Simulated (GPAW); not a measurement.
# SnO2 (Pnnm): one start, several treatments of the self-energy, part 2 of 2

Aim: compare treatments of exchange, screening and correlation for the gap of SnO2 (Pnnm).

GPAW 26.7.0; LDA and many-body steps on it, plane waves. Known limits of the many-body steps: not at the basis limit; no spin-orbit coupling; coarse k mesh.

So far. Step 2 (Empty states on the mesh, 2×2×4 mesh, 264 bands): On this mesh the gap is 0.701 eV. Step 3 (G0W0, Godby-Needs plasmon pole): The gap on the mesh goes from 0.70 eV to 1.97 eV, a correction of +1.27 eV.

**5. G0W0, extrapolated in the cutoff**

This step: G0W0 on LDA, plane waves, PAW.

run.py reads:

```python
import json
import numpy as np
from gpaw.mpi import world
from gpaw.response.g0w0 import G0W0

gw = G0W0('full.gpw',
    filename='gw',
    kpts=[0],
    bands=(24, 28),
    ecut=130.0,
    integrate_gamma='WS',
    ppa=True,
    ecut_extrapolation=True)
gw.calculate()
res = {mode: {k: v for k, v in r.items() if k != 'sigma_eskwn'}
       for mode, r in gw.all_results.items()}

if world.rank == 0:
    with open('result.json', 'w') as f:
        json.dump(res, f, default=lambda x: x.tolist())
```

Command:

```sh
mpirun -n 4 gpaw python run.py
```

Numbers of over 12 decimals in the logs are rounded to 6 here.

Log:

```text
Using integrator: PointIntegrator
FrequencyGridDescriptor(from 0.000+0.000j to 0.000+27.211j eV, 2 points)
Nonperiodic BCs:  [False False False]
Using integrator: PointIntegrator
FrequencyGridDescriptor(from 0.000+0.000j to 0.000+27.211j eV, 2 points)
Nonperiodic BCs:  [False False False]
  ___  _ _ _
 |   || | | |
 | | || | | |
 |__ ||_____|
 |___|

BZ k-points: Symmetries present (total): 4

  [... matrices ...]
16 k-points: 2 x 2 x 4 Monkhorst-Pack grid + [1/4,1/4,1/8]
12 k-points in the irreducible part of the Brillouin zone
       k-points in crystal coordinates                weights
   0:     0.00000000    0.00000000    0.00000000          1/16
   1:     0.00000000    0.00000000    0.25000000          2/16
   2:     0.00000000    0.00000000    0.50000000          1/16
[...]
9:     0.50000000    0.50000000    0.00000000          1/16
          ...
  11:     0.50000000    0.50000000    0.50000000          1/16

Distributing spins, k-points and bands (1 x 1 x 4) over 4 processes
Number of blocks: 1

Quasi particle states:
k-points (IBZ indices): [0]
Band range: (24, 28)
  [... matrices ...]
Computational parameters:
Extrapolating to infinite plane wave cut-off using points at:
  112.031 eV
  120.183 eV
  130.000 eV
Number of bands: 254
Coulomb cutoff: None
Broadening: 0.1 eV

fxc modes: GW
Kernel: RPA
Using Godby-Needs plasmon-pole approximation:
  Fitting energy: i*E0, E0 = 1.000 Hartree
Summing all q:

Calculating screened Coulomb potential
No Coulomb truncation
FrequencyGridDescriptor(from 0.000+0.000j to 0.000+27.211j eV, 2 points)
Removing empty qpoint cache files...

Calculating chi0 body with:
    Ground state adapter containing:
    Number of spins: 1
    Number of kpoints: 16
    Number of irreducible kpoints: 12
[...]
Linear response parametrization:
    q_c: [0.0, 0.0, 0.0]
    Number of frequency points: 2
    Planewave cutoff: 130.0
    Number of bands: 254
    Number of planewaves: 255
    Broadening (eta): 1e-06
    comm.size: 4
    kncomm.size: 4
    blockcomm.size: 1

    Memory estimate of potentially large arrays:
        chi0_wGG: 1.984406 M / cpu
Integrating chi0 body.

Symmetries of q_c:
    Direct symmetries (Uq -> q): 4
    Indirect symmetries (TUq -> q): 0
In total 4 allowed symmetries.

  [... matrices ...]
12 groups of equivalent kpoints. 25.0% reduction.

Integral kind: response function
Integrating chi0 head and wings.

Symmetries of q_c:
    Direct symmetries (Uq -> q): 4
    Indirect symmetries (TUq -> q): 0
In total 4 allowed symmetries.

  [... matrices ...]
12 groups of equivalent kpoints. 25.0% reduction.

Integral kind: response function wings

Calculating chi0 body with:
    Ground state adapter containing:
    Number of spins: 1
    Number of kpoints: 16
    Number of irreducible kpoints: 12
    Number of completely occupied states: 26
    Number of partially occupied states: 26
    Occupied states memory: 6.220703125 M / cpu

    Linear response parametrization:
[... the further q-points ...]
Extrapolating selfenergy to infinite energy cutoff:
  Performing linear fit to 3 points
  Warning: Bad quality of linear fit for some (n,k).
           Higher cutoff might be necessary.
  Minimum R^2 = 0.8281. (R^2 Should be close to 1)
  [... matrices ...]
Results:
f:      Occupation numbers
eps:     KS-eigenvalues [eV]
vxc:     KS vxc [eV]
exx:     Exact exchange [eV]
sigma:   Self-energies [eV]
dsigma:  Self-energy derivatives
Z:       Renormalization factors
qp:      QP-energies [eV]

k-point 0 (0): (0.000, 0.000, 0.000)                GW
band       f     eps     vxc     exx   sigma  dsigma       Z      qp
                                                                   GW
  24   1.000   4.367 -20.781 -26.236   4.611  -0.327   0.754   3.731
  25   1.000   4.990 -20.952 -26.183   4.443  -0.317   0.759   4.392
  26   0.000   5.690 -19.117 -15.379  -2.750  -0.240   0.806   6.487
  27   0.000  10.519 -18.634 -12.527  -4.571  -0.263   0.792  11.735
```

Wall time 84 s (4 MPI ranks of Arm Neoverse V2, shared host); peak memory 1.6 GiB; 5.6 min of CPU time.

Numbers from this step:

```
quasiparticle gap on the points computed              : 2.094 eV
least direct quasiparticle gap on the computed points : 2.094 eV
Z at the valence top                                  : 0.7592
Z at the conduction bottom                            : 0.8062
starting gap on the mesh                              : 0.7005 eV
k of the valence top                                  : 0, 0, 0
k of the conduction bottom                            : 0, 0, 0
gaps at the cutoffs of the extrapolation              : 2.023, 2.032, 2.037 eV
```

Against G0W0 in GPAW (2×2×4 mesh, 118 bands, screening to 78 eV, Godby-Needs plasmon pole), the gap moves by +0.120 eV.

**6. One-shot Hartree-Fock**

This step: one-shot Hartree-Fock levels on LDA orbitals, plane waves, PAW.

run.py reads:

```python
import json
import numpy as np
from gpaw.mpi import world
from gpaw.hybrids.eigenvalues import non_self_consistent_eigenvalues

dft, vxc, vxc_hyb = non_self_consistent_eigenvalues('full.gpw', 'EXX', 24, 28, kpt_indices=[0])
res = {'dft': dft[0], 'hybrid': (dft - vxc + vxc_hyb)[0]}
if world.rank == 0:
    with open('hybrid.txt', 'w') as f:
        for k, e0, e1 in zip([0], res['dft'], res['hybrid']):
            print(k, ' '.join(f'{x:9.4f}' for x in e0), '|', ' '.join(f'{x:9.4f}' for x in e1), file=f)

if world.rank == 0:
    with open('result.json', 'w') as f:
        json.dump(res, f, default=lambda x: x.tolist())
```

Command:

```sh
mpirun -n 4 gpaw python run.py
```

Log:

```text
IBZ(<points: 12, symmetries: 4>)
Occupied bands: 26
Transforming wave functions from IBZ to BZ: 0.005 seconds
Distributing wave functions and iFFT-ing to real space: 0.049 seconds
Calculating eigenvalues:
  k-points: 1
  Bands: 24-27 (inclusive)
  Seconds: 0.304 (wave-function broadcasting: 0.005 seconds)
HSE06-eigenvalue shifts:
  min: -5.455 eV
  ave: -0.210 eV
  max: 6.107 eV
```

It took 2.8 s on 4 MPI ranks; peak memory 0.73 GiB.

Numbers from this step:

```yaml
starting_gap_on_the_mesh: 0.7005 eV
hybrid_gap_on_the_mesh: 9.669 eV
least_direct_hybrid_gap_on_the_computed_points: 9.669 eV
```

**7. G0W0, full frequency, Hilbert transform**

This step: G0W0 on LDA, plane waves, PAW.

run.py reads:

```python
import json
import numpy as np
from gpaw.mpi import world
from gpaw.response.g0w0 import G0W0

gw = G0W0('full.gpw',
    filename='gw',
    kpts=[0],
    bands=(24, 28),
    ecut=78,
    nbands=118,
    integrate_gamma='WS',
    frequencies={'type': 'nonlinear', 'domega0': 0.1, 'omega2': 15.0},
    eta=0.1,
    nblocksmax=True)
gw.calculate()
res = {mode: {k: v for k, v in r.items() if k != 'sigma_eskwn'}
       for mode, r in gw.all_results.items()}

if world.rank == 0:
    with open('result.json', 'w') as f:
        json.dump(res, f, default=lambda x: x.tolist())
```

Command:

```sh
mpirun -n 4 gpaw python run.py
```

Log:

```text
Using integrator: PointIntegrator
NonLinearFrequencyDescriptor(from 0.000 to 82.862 eV, 253 points)
Nonperiodic BCs:  [False False False]
Using integrator: PointIntegrator
NonLinearFrequencyDescriptor(from 0.000 to 82.862 eV, 253 points)
Nonperiodic BCs:  [False False False]
  ___  _ _ _
 |   || | | |
 | | || | | |
 |__ ||_____|
 |___|

BZ k-points: Symmetries present (total): 4

  [... matrices ...]
16 k-points: 2 x 2 x 4 Monkhorst-Pack grid + [1/4,1/4,1/8]
12 k-points in the irreducible part of the Brillouin zone
       k-points in crystal coordinates                weights
[...]
Results:
f:      Occupation numbers
eps:     KS-eigenvalues [eV]
vxc:     KS vxc [eV]
exx:     Exact exchange [eV]
sigma:   Self-energies [eV]
dsigma:  Self-energy derivatives
Z:       Renormalization factors
qp:      QP-energies [eV]

k-point 0 (0): (0.000, 0.000, 0.000)                GW
band       f     eps     vxc     exx   sigma  dsigma       Z      qp
                                                                   GW
  24   1.000   4.367 -20.781 -26.236   5.302  -0.438   0.695   4.261
  25   1.000   4.990 -20.952 -26.183   5.089  -0.424   0.702   4.891
  26   0.000   5.690 -19.117 -15.379  -2.291  -0.311   0.763   6.794
  27   0.000  10.519 -18.634 -12.527  -3.840  -0.360   0.735  12.186
```

Run time: 47 s. Hardware: 4 MPI ranks; peak memory 1.4 GiB; 3.1 min of CPU time.

Numbers from this step:

| Quantity | Value |
| --- | --- |
| G0W0 gap on the points computed | 1.903 eV |
| least direct G0W0 gap on the computed points | 1.903 eV |
| starting gap on the mesh | 0.7005 eV |
| k of the valence top | 0, 0, 0 |
| k of the conduction bottom | 0, 0, 0 |

Against G0W0 in GPAW (2×2×4 mesh, 118 bands, screening to 78 eV, Godby-Needs plasmon pole), the gap moves by −0.072 eV.

**8. The runs together**

Times are wall times on 4 MPI ranks of Arm Neoverse V2, shared host, good to a factor of about two.

```
                                    run   mesh  bands  screening cutoff (eV)  DFT gap (eV)  gap on the mesh (eV)  direct (eV)   time
         G0W0, Godby-Needs plasmon pole  2×2×4    118                     78         0.701                 1.975        1.975   24 s
                         one-shot HSE06  2×2×4      -                      -         0.701                 2.381        2.381  2.7 s
       G0W0, extrapolated in the cutoff  2×2×4      -                    130         0.701                 2.094        2.094   84 s
                  one-shot Hartree-Fock  2×2×4      -                      -         0.701                 9.669        9.669  2.8 s
G0W0, full frequency, Hilbert transform  2×2×4    118                     78         0.701                 1.903        1.903   47 s
```

**9. Results**

```json
{
  "G0W0, Godby-Needs plasmon pole": "1.975 eV",
  "one-shot HSE06": "2.381 eV",
  "G0W0, extrapolated in the cutoff": "2.094 eV",
  "one-shot Hartree-Fock": "9.669 eV",
  "G0W0, full frequency, Hilbert transform": "1.903 eV",
  "known limits": "not at the basis limit; no spin-orbit coupling; coarse k mesh"
}
```

In words: One-shot HSE06: +0.406 eV against G0W0, Godby-Needs plasmon pole. G0W0, extrapolated in the cutoff: +0.120 eV against G0W0, Godby-Needs plasmon pole, at other bands or cutoff, so not like for like. One-shot Hartree-Fock: +7.694 eV against G0W0, Godby-Needs plasmon pole. G0W0, full frequency, Hilbert transform: −0.072 eV against G0W0, Godby-Needs plasmon pole. Bare exchange alone opens the gap to 9.67 eV; against G0W0, correlation takes back 7.69 eV. One-shot hybrid levels are evaluated on the LDA orbitals. Bands and cutoff are finite, so the gap is not at the basis limit. The miss can reach some tenths of an eV and take either sign; the mesh is an error of its own. These stock PAW sets were not made for GW. In the G0W0 runs levels were corrected at 1 k point alone, so a gap called «on the mesh» is the least over those, and an edge elsewhere would be missed. The program warns of a poor linear fit in the extrapolation of some level, so the extrapolated values are rough. The 2×2×4 mesh is coarse for this cell, which bears on the long-range parts of exchange and screening. The many-body steps are scalar-relativistic: spin-orbit coupling is not in them.

[Paths, hosts, dates, memory and timing lines, banners, echoed tables and standing remarks are left out of the program output.]

[Logs are printed without paths, hosts, clocks, repeated set-up lines and the standing remarks that a program may print on its own settings, such as how far it seeks lower states.]

[Runs of the session that timed out or met a known fault of the program may be left out.]

[Hosts, paths, dates, database ids (printed as entryN), source tags and the programs' standing remarks are cut or masked in the printed files.]
